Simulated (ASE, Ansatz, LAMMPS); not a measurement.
# Localised basis functions on Σ13 (111) twist boundary in Si (312 atoms), part 2 of 2

Wanted: errors and times of a linear-scaling basis for Σ13 (111) twist boundary in Si (312 atoms). A setting counts as converged where the r.m.s. difference of forces stays under 1 % of the r.m.s. force.

Ansatz 0.2.0; Kohn-Sham DFT, PBE, PAW (set soft_2), plane waves.

The cell: 312 Si. The host structure and its lattice constant were typed by rule, without a check against the phase diagram. The Brillouin zone is sampled at Γ only, in a cell whose shortest periodic width is 12 Å.

So far. Step 3 (Plane-wave single point): Forces differ by site in this geometry: Si atoms with 3 neighbours bear 0.73 eV/Å on average, against 0.12 eV/Å for those with 4. Intrinsic-atomic-orbital charges run from -0.03 to +0.03 e. Within 0.4 eV of the Fermi level the largest share is Si p (85 % of the projected weight).

## Step 4: Structure statistics (continued)

Local excerpt of 10 atoms (numbers count through the whole input) about Si7, which has 3 bonded neighbours where the commonest count for Si is 4; x, y, z are measured from there.

```csv
atom,x,y,z,distance (Å),bonds,intrinsic-atomic-orbital charge (e),Fx,Fy,Fz (eV/Å)
Si7,0.00,0.00,0.00,0.00,3,-0.02,0.204,-0.699,-0.036
Si82,-1.58,1.47,-0.90,2.34,4,0.02,-0.015,0.019,-0.070
Si44,2.12,0.45,-0.89,2.34,4,0.02,-0.006,-0.006,-0.203
Si110,-0.59,-2.29,-0.60,2.44,4,0.03,0.397,-0.047,0.072
Si199,-0.59,0.15,2.74,2.81,4,0.03,0.397,0.047,-0.072
Si170,1.17,1.78,2.08,2.97,4,-0.02,-0.160,-0.144,0.191
Si158,0.00,-2.14,2.14,3.03,3,-0.02,0.204,0.699,0.036
Si91,2.50,2.55,0.07,3.57,4,-0.02,0.204,0.067,-0.191
Si190,-2.84,0.78,2.15,3.65,4,0.00,-0.022,0.001,-0.054
Si23,-3.62,0.77,-0.10,3.71,4,-0.02,0.008,-0.040,0.214
```

The column of bonds counts only the pairs Si-Si within 2.68 Å; other neighbours, such as metal atoms beside each other in a compound, aren't counted, and periodic images can show an atom twice.

## Step 5: Support functions medium

With localised support functions most steps grow linearly with size, though the diagonalisation grows faster unless the density matrix is cut; this run measures error and cost at this size. The level medium gives here a grid of 54×54×150 points and a radius of 4.06 Å.

This step: Kohn-Sham DFT, PBE, PAW (set soft_2), localised support functions (medium) (Ansatz 0.2.0).

Contents of input.yaml:

```yaml
crystal:
  lattice:
    - [13.84639, 0.0, 0.0]
    - [-6.92319, 11.99132, 0.0]
    - [0.0, 0.0, 37.38589]
  atoms:
    [... the 312 atom lines of step 3 ...]
kpoints:
  mp_grid: { grid: [1, 1, 1] }
hamiltonian:
  xc: pbe
scf:
  occupations: { method: fermi_dirac, width: 0.05 }
  eigensolver: { kind: { support_functions: { accuracy: medium } } }
  mixing: { beta: 0.2 }
  max_iter: 150
output:
  forces: true
  eigenvalues: true
```

Started as:

```bash
$ ansatz run input.yaml --threads 8 --pin off --max-ram 15872MiB --backend cpu --events-out ev --progress --plain --runs-dir out
```

Numbers of over 12 decimals in the logs are rounded to 6 here.

The program printed:

```text
Warning: scf.eigensolver.kind.support_functions: disabling space-group detection — the functions' gradient is summed over unrotated k-points, so no spatial operation reduces the k-mesh or symmetrises the density; time reversal is kept, so that k and −k are solved as one point where they differ and the mesh holds both, and exact exchange and, on two spinor components, a DFT+U term hold to it where the run has them: [...]
settings of this run that can trade accuracy for cost: scf.eigensolver.kind.support_functions [...]
[...]
Crystal: 312 atoms, lattice volume = 6207.422 Å³
Basis set: ecut = 420 eV, 121283 PW (Γ), exchange–correlation on 192×192×500 points (8 copies of the dense FFT grid, shifted against one another)
Bands: 749, of which v1, the nominal top of the filled ones, is band 624 counted from 1 (623 counted from 0)
Symmetry: 1 space group operations
k-points: 1
[...]
Eigensolver: Support functions (medium, 54×54×150 points, laid for a spacing of at most 0.257060 Å, radius 4.057414 Å, 0 species' potentials softened for the grid, 1 wholly corrected for its errors in the mean over positions, 1 with the egg-box correction, energy correction by stochastic trace)
[...]
SCF iter   1: F=—  HF=-198294.659549 eV  |F-HF|=—  |Δ(HF+E_count)|=         —  Δρ=3.87e-2  dr2=8.28e1  ethr=1.00e-1
[...]
SCF iter  14: F=—  HF=-198349.389976 eV  |F-HF|=—  |Δ(HF+E_count)|=   4.56e-3  Δρ=3.99e-6  dr2=1.41e-6  ethr=3.84e-9  κ⁻¹=3.2e-8(r=7)
SCF iter  15: F=-198349.393944 eV  HF=-198349.393944 eV  |F-HF|=2.66e-7  |Δ(HF+E_count)|=   3.97e-3  Δρ=3.55e-6  dr2=7.92e-7  ethr=1.13e-10
SCF 1 converged in 15 iterations: F = -198349.498590 eV  dr2 = 7.92e-7
[...]
SCF converged after 15 iterations
Stability not checked: this state was not tested for a lower state beside it, because the mixer in use, unlike msr1, does not test its closes by its own steps (another_mixer; see scf.mixing.algorithm and scf.lower_state_search)
Free energy (F): -198349.498590 eV
[...]
Internal energy: -198349.161697 eV  (E = F + TS)
E sigma→0 (E₀):  -198349.330143 eV
Entropy (-TS):   -0.336893 eV (-1.080 meV/atom)
Fermi energy:    6.472474 eV
[...]
Σ components = -198349.498590   (vs F -198349.498590, Δ=0.00e0)
--- Forces (eV/Å), atoms counted from 1 ---
  atom   1  Si     0.50295954     0.52673223    -0.03620526
  atom   2  Si    -0.20419573    -0.06700188     0.19050702
  atom   3  Si     0.03080309     0.02640520     0.21190139
  atom   4  Si    -0.01235690     0.01806617    -0.05321754
[...]
atom 312  Si     0.00648567    -0.00534239    -0.20155863
  max |Σ_I F_I| component: 1.40e-2 eV/Å
--- Band table (eV) ---
[...]
```

The job ended after 3.4 min (8 threads of Arm Neoverse V1, shared host; peak memory 6.8 GiB; 26 min of CPU time).

The program notes that the band table was not solved further than the SCF left it and it switched symmetry off.

Keys that differ from the reference: support_functions.accuracy = "medium", scf.max_iter = 150 and scf.mixing.beta = 0.2.

Forces differ from the reference by 0.88 meV/Å r.m.s., 0.73 % of their size, within a tolerance of 1 %; the energy by -0.37 meV/atom.

## Step 6: The ladder side by side

Each row is set against the plane-wave reference (Kohn-Sham DFT, PBE, PAW (set soft_2), plane waves; r.m.s. force component 0.121 eV/Å). Energies are set beside the reference only for runs with its functional, potentials and electron count. Times are for 8 threads of Arm Neoverse V1, shared host. The reference's time includes the DOS, the stress and grids, which some other runs skip.

```csv
run,"Δ force, r.m.s. (meV/Å)",share of r.m.s. force (%),Δ energy (meV/atom),cycles,time,host memory (GiB)
reference,-,-,-,7,4.5 min,10
support functions medium,0.884,0.729,-0.369,15,3.4 min,6.8
```

## Step 7: Summary of results

```yaml
free_energy_per_atom: -635.7352 eV/atom
density: 2.344 g/cm³
pressure: 1.423 GPa
r_m_s_force_component: 0.1212 eV/Å
wall_time_of_the_2_dft_runs: 8 min
```

What this shows: Against plane waves at 420 eV, the forces differ by 0.88 meV/Å (0.73 %) with support functions medium. Differences between support functions and plane waves include what basis error the plane-wave run still has.

Levels near the Fermi energy are neither full nor empty under the smearing, so no gap is quoted. Forces differ by site in this geometry: Si atoms with 3 neighbours bear 0.73 eV/Å on average, against 0.12 eV/Å for those with 4. With the cutoffs above, 96 % of Si atoms have 4 bonded neighbours.

**Limits.** The geometry was minimised with a classical potential after classical dynamics and isn't relaxed at this level: its force components are 0.12 eV/Å r.m.s.

[Logs are printed without paths, hosts, clocks, repeated set-up lines and the standing remarks that a program may print on its own settings, such as how far it seeks lower states.]

[Hosts, paths, dates, database ids (printed as entryN), source tags and the programs' standing remarks are cut or masked in the printed files.]
